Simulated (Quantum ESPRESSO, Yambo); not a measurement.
# A GW chain in Yambo: BiOBr (P4/nmm), part 3 of 3

How does a plane-wave GW calculation on BiOBr (P4/nmm) run from the first input to the gap?

Quantum ESPRESSO 7.5 and Yambo 5.3.0; PBEsol and many-body steps on it, plane waves. Known limits of the many-body steps: not at the basis limit; coarse k mesh.

So far. Step 3 (Bands along the symmetry lines): The gap is 1.771 eV, −0.064 eV from the run before at this level. Step 4 (Empty states on the mesh, 4×4×2 mesh, 286 bands): On this mesh the gap is 1.907 eV. The earlier step found 1.835 eV, so this mesh misses an edge.

The database entry behind the starting cell differs from later determinations by our own check (0.1 to 0.3 % short, probably kX units), so it need not match the best structure at ambient conditions.

### Step 6. Screening and self-energy, 4×4×2 mesh, 286 bands, screening to 95.2 eV

Now the one-shot GW correction: screening in the RPA, then the self-energy of the levels asked for.

This step: G0W0 on PBEsol with spin-orbit coupling, plane waves, norm-conserving pseudopotentials.

Input file gw4.in:

```
HF_and_locXC
gw0
dyson
ppa
em1d
rim_cut
RandQpts= 1000000
RandGvec= 1 RL
EXXRLvcs= 76 Ry
VXCRLvcs= 304 Ry
Chimod= "HARTREE"
% BndsRnXp
 1 | 286 |
%
NGsBlkXp= 7 Ry
% LongDrXp
 1 | 1 | 1 |
%
% GbndRnge
 1 | 286 |
%
DysSolver= "n"
ExtendOut
PPAPntXp= 27.21138 eV
% QPkrange
 6 | 6 | 89 | 96 |
 2 | 2 | 89 | 96 |
 1 | 1 | 89 | 96 |
%
```

Run with:

```bash
$ OMP_NUM_THREADS=4 mpirun -n 2 yambo -F gw4.in -J gw4 -C gw4 > gw4.log
```

Log:

```text
 Yambo, version 5.3.0

 [02] CORE Variables Setup
 =========================

  [... cell, symmetries and grids as in the set-up ...]

  [02.05] Energies & Occupations
  ==============================

  [X] === General ===
  [X] Electronic Temperature                        :  0.000000  0.000000 [eV K]
  [X] Bosonic    Temperature                        :  0.000000  0.000000 [eV K]
  [X] Finite Temperature mode                       : no
  [X] El. density                                   :  0.74277E+24 [cm-3]
  [X] Fermi Level                                   :  9.563775 [eV]

  [X] === Gaps and Widths ===
  [X] Conduction Band Min                           :  1.907095 [eV]
  [X] Valence Band Max                              :  0.000000 [eV]
  [X] Filled Bands                                  :   92
  [X] Empty Bands                                   :   93  286
  [X] Direct Gap                                    :  1.908725 [eV]
  [X] Direct Gap localized at k                     :  2
  [X] Indirect Gap                                  :  1.907095 [eV]
  [X] Indirect Gap between kpts                     :   6   2
  [X] Last valence band width                       :  1.039317 [eV]
  [X] 1st conduction band width                     :  1.621803 [eV]

 [03] Transferred momenta grid and indexing
 ==========================================

 IBZ Q-points                                      :  12
 BZ  Q-points                                      :   32

 K/Q-points units:
 rlu = crystal or reduced units; cc = cartesian coordinates; iku = interal k-units

 Q [ 1]         [rlu]:  0.000000  0.000000  0.000000
 Q [ 2]         [rlu]:  0.000000  0.000000 -0.500000
 Q [ 3]         [rlu]:  0.000000  0.250000  0.000000
 Q [ 4]         [rlu]:  0.000000  0.250000 -0.500000
 Q [ 5]         [rlu]:  0.000000 -0.500000  0.000000
 Q [ 6]         [rlu]:  0.000000 -0.500000 -0.500000
 Q [ 7]         [rlu]:  0.250000  0.250000  0.000000
 Q [ 8]         [rlu]:  0.250000  0.250000 -0.500000
 Q [ 9]         [rlu]:  0.250000 -0.500000  0.000000
 Q [10]         [rlu]:  0.250000 -0.500000 -0.500000
 Q [11]         [rlu]: -0.500000 -0.500000  0.000000
 Q [12]         [rlu]: -0.500000 -0.500000 -0.500000

 [04] Coloumb potential Random Integration (RIM)
 ===============================================

  [04.01] RIM initialization
  ==========================

  * Diagonal components only detected *

  8 x (sBL volume)        :  0.074190 [a.u.]
  sBZ random points       :  1000000
  Points outside the sBZ  :   7992674
  RL volume               :  0.296761 [a.u.]
  Integrated volume       :  0.297034 [a.u.]

  [04.02] RIM integrals
  =====================

  Gamma point sphere radius             :  0.076220 [a.u.]
  Points outside the sphere             :   799854
  [Int_sBZ(q=0) 1/q^2]*(Vol_sBZ)^(-1/3) =:  7.677820
                                 should be <:  7.795600

  Summary of Coulomb integrals for non-metallic bands |Q|[au] RIM/Bare

  Q [1] 0.100000E-4 0.984892 * Q [2] 0.205826 1.039738
  Q [3] 0.212265 1.055944 * Q [4] 0.295670 1.048372
  Q [7] 0.300188 1.052397 * Q [8] 0.363974 1.035934
  Q [5] 0.424530 1.021008 * Q [6] 0.471795 1.018539
  Q [9] 0.474639 1.018885 * Q [10] 0.517346 1.016385
  Q [11] 0.600376 1.012713 * Q [12] 0.634678 1.011433

 [05] Dipoles
 ============

  [05.01] Setup: observables and procedures
  =========================================

  [WARNING] [x,Vnl] slows the Dipoles computation. To neglect it rename the ns.kb_pp file

 [06] Dynamic Dielectric Matrix (PPA)
 ====================================

 [WR./gw4//ndb.pp]---------------------------------------------------------------
  Brillouin Zone Q/K grids (IBZ/BZ)                :   12   32   12   32
  RL vectors                                       :  11473 [WF]
  Coulomb cutoff potential                         : none
  Electronic Temperature                           :  0.000000 [K]
  Bosonic    Temperature                           :  0.000000 [K]
  PPA    diel. fun.  energies                      : Perdew, Burke & Ernzerhof SOL(X)+Perdew, Burke & Ernzerhof SOL(C)
  wavefunctions                                    : Perdew, Burke & Ernzerhof SOL(X)+Perdew, Burke & Ernzerhof SOL(C)
  Global Gauge                                     : length
  X matrix size                                    :  257
  X band range                                     :    1  286
  X e/h energy range                               : -1.000000 -1.000000 [eV]
  X Time ordering                                  : R
  X Hxc Kernel                                     : HARTREE
  X Drude frequency                                :  0.000000  0.000000
  X poles                                          :  100.0000 [o/o]
  RL vectors in the sum                            :  11473
  [r,Vnl] included                                 : yes
  Field direction                                  :  0.577350E-5  0.577350E-5  0.577350E-5
  BZ energy Double Grid                            : no
  BZ energy DbGd points                            : 0
  BZ Q point size factor                           : -1.000000
  X Optical Averaged directions                    : none

 [07] Local Exchange-Correlation + Non-Local Fock
 ================================================

 [VXC] Plane waves :   74789
 [EXS] Plane waves :   9415

 QP @ state[ 1 ] K range:  1  2
 QP @ state[ 1 ] b range:   89   96
 QP @ state[ 2 ] K range:   6   6
 QP @ state[ 2 ] b range:   89   96

 [xc] Functional : Perdew, Burke & Ernzerhof SOL(X)+Perdew, Burke & Ernzerhof SOL(C)
 [xc] LIBXC used to calculate xc functional
  PP Number of Atomic Species                      :  3
  NLCC RL compoments                               :   74789
  PP Number of Atomic Species                      :  3
  NLCC RL compoments                               :   74789

 [xc] E_xc :  -65.21220 [Ha]
      E_xc :  -130.4244 [Ry]

  Local XC kind (lXC) : Perdew, Burke & Ernzerhof SOL(X)+Perdew, Burke & Ernzerhof SOL(C)
  Non-Local XC kind (nlXC) : Hartree-Fock

  Corrections @ K [1] :  [eV]
 <89|nlXC|89> = -18.98416 -0.17486E-17 <89|lXC|89> = -14.63400 -0.11040E-16
 <90|nlXC|90> = -18.98416  0.63570E-17 <90|lXC|90> = -14.63400  0.38261E-17
 <91|nlXC|91> = -18.33594  0.75464E-17 <91|lXC|91> = -14.34360 -0.29503E-16
 <92|nlXC|92> = -18.33594 -0.24942E-18 <92|lXC|92> = -14.34360  0.94408E-16
 <93|nlXC|93> = -9.870055  0.22308E-17 <93|lXC|93> = -13.59691 -0.18882E-15
 <94|nlXC|94> = -9.870055 -0.25971E-17 <94|lXC|94> = -13.59691  0.000000
 <95|nlXC|95> = -11.50239 -0.32398E-17 <95|lXC|95> = -14.59448 -0.47204E-16
 <96|nlXC|96> = -11.50239 -0.70978E-18 <96|lXC|96> = -14.59448  0.47204E-16

  Corrections @ K [2] :  [eV]
 <89|nlXC|89> = -19.61674 -0.79820E-17 <89|lXC|89> = -15.12041 -0.35034E-17
 <90|nlXC|90> = -19.61674  0.16772E-17 <90|lXC|90> = -15.12041 -0.33248E-17
[...]
Corrections @ K [6] :  [eV]
[...]
<92|nlXC|92> = -20.18378  0.31964E-18 <92|lXC|92> = -16.33687 -0.14161E-15
 <93|nlXC|93> = -11.43697 -0.29193E-18 <93|lXC|93> = -15.21754  0.000000
 <94|nlXC|94> = -11.43735 -0.76128E-18 <94|lXC|94> = -15.21754 -0.47204E-16
 <95|nlXC|95> = -11.43717  0.83596E-18 <95|lXC|95> = -15.21754 -0.29503E-17
 <96|nlXC|96> = -11.43715 -0.66762E-18 <96|lXC|96> = -15.21754 -0.23602E-16

 [08] Dyson equation: Newton solver
 ==================================

  [08.01] G0W0 (W PPA)
  ====================

  [  GW  ] Bands range     :    1  286
  [GW/PPA] G damping       :  0.100000 [eV]

  QP @ state[ 1 ] K range:  1  2
  QP @ state[ 1 ] b range:   89   96
  QP @ state[ 2 ] K range:   6   6
  QP @ state[ 2 ] b range:   89   96

   Sc/G bands                                       :    1  286
   Sc/G damping                                     :  0.100000 ev
   Sc bands terminator                              : no
   Sx RL components                                 :   9415

   QP @ state[ 1 ] K range                          :  1  2
   QP @ state[ 1 ] b range                          :   89   96
   QP @ state[ 2 ] K range                          :   6   6
   QP @ state[ 2 ] b range                          :   89   96
   GF energies kind                                 : Perdew, Burke & Ernzerhof SOL(X)+Perdew, Burke & Ernzerhof SOL(C)
   GF WF`s kind                                     : Perdew, Burke & Ernzerhof SOL(X)+Perdew, Burke & Ernzerhof SOL(C)
   Xs energies kind                                 : Perdew, Burke & Ernzerhof SOL(X)+Perdew, Burke & Ernzerhof SOL(C)
   Xs WF`s kind                                     : Perdew, Burke & Ernzerhof SOL(X)+Perdew, Burke & Ernzerhof SOL(C)

 [11] Game Over & Game summary
```

The job ended after 17 min (2 MPI ranks of Arm Neoverse V1, shared host; peak memory 6.9 GiB; 1.6 h of CPU time).

This step gave:

```
G0W0 gap on the points computed              : 3.295 eV
starting gap on the mesh                     : 1.907 eV
k of the valence top                         : 0, -0.5, -0.5
k of the conduction bottom                   : 0, 0, -0.5
least direct G0W0 gap on the computed points : 3.742 eV
Z at the valence top                         : 0.7972
Z at the conduction bottom                   : 0.8256
```

The gap on the mesh goes from 1.91 eV to 3.29 eV, a correction of +1.39 eV. The start differs from the 1.83 eV found before because the two sample other k points.

Limits: finite bands, cutoff and mesh; coarse k mesh. v1 is the top filled band, c1 the lowest empty one. Levels before and after the correction, in eV, zero at the valence-band top of each column:

```csv
,conduction bottom,valence top
Kohn-Sham,1.91,0.00
G0W0,3.29,0.00
```

```csv
,level,energy (eV)
Kohn-Sham,(0 0 -0.5) v3,-0.245
Kohn-Sham,(0 0 -0.5) v2-v1,-0.002
Kohn-Sham,(0 0 -0.5) c1-c2,1.907
Kohn-Sham,(0 0 -0.5) c3,1.984
Kohn-Sham,(0 -0.5 -0.5) v3-v1,0.000
Kohn-Sham,(0 -0.5 -0.5) c1-c3,3.405
G0W0,(0 0 -0.5) v3,-0.709
G0W0,(0 0 -0.5) v2-v1,-0.447
G0W0,(0 0 -0.5) c1-c2,3.295
G0W0,(0 0 -0.5) c3,3.497
G0W0,(0 -0.5 -0.5) v3-v1,0.000
G0W0,(0 -0.5 -0.5) c1-c3,5.096
```

### Step 7. Where the time went

Times are wall times on the hardware named with each run, good to a factor of about two.

```csv
step,time,share,memory (GiB)
ground state,4.6 min,17 %,3.4
bands along the symmetry lines,2.7 min,10 %,2.1
empty states on the mesh,3 min,11 %,2.3
conversion and set-up,5.2 s,0 %,0.25
screening and self-energy,17 min,62 %,6.9
```

### Step 8. Summary of results

| Property | Result |
| --- | --- |
| PBEsol gap | 1.77 eV, indirect |
| G0W0 gap on the mesh | 3.29 eV |
| G0W0 gap over the zone (rigid shift) | 3.16 eV |
| GW settings | 4×4×2 mesh, 286 bands, screening to 95.2 eV, Godby-Needs plasmon pole |
| known limits | not at the basis limit; coarse k mesh |

In words: G0W0 moves the gap on the mesh from 1.91 eV to 3.29 eV (+1.39 eV), with Z of 0.80 and 0.83 at the edges. The mesh misses the band edges by 0.14 eV in all; a rigid shift gives 3.16 eV for the zone. Only 3 of the mesh's irreducible points were corrected, so a valley elsewhere could overtake. The dearest step here is «screening and self-energy». Bands and cutoff are finite, so the gap is not at the basis limit. The miss can reach some tenths of an eV and take either sign; the mesh is an error of its own. In the G0W0 run levels were corrected at 3 k points alone, so a gap called «on the mesh» is the least over those, and an edge elsewhere would be missed. A denser mesh or path gives a starting gap of 1.77 eV: the GW mesh misses a band edge, so its gaps are not the fundamental one. The 4×4×2 mesh is coarse for this cell, which bears on the long-range parts of exchange and screening.

[Paths, hosts, dates, memory and timing lines, banners, echoed tables and standing remarks are left out of the program output.]

[Logs are printed without paths, hosts, clocks, repeated set-up lines and the standing remarks that a program may print on its own settings, such as how far it seeks lower states.]

[Runs of the session that timed out or met a known fault of the program may be left out.]

[Hosts, paths, dates, database ids (printed as entryN), source tags and the programs' standing remarks are cut or masked in the printed files.]
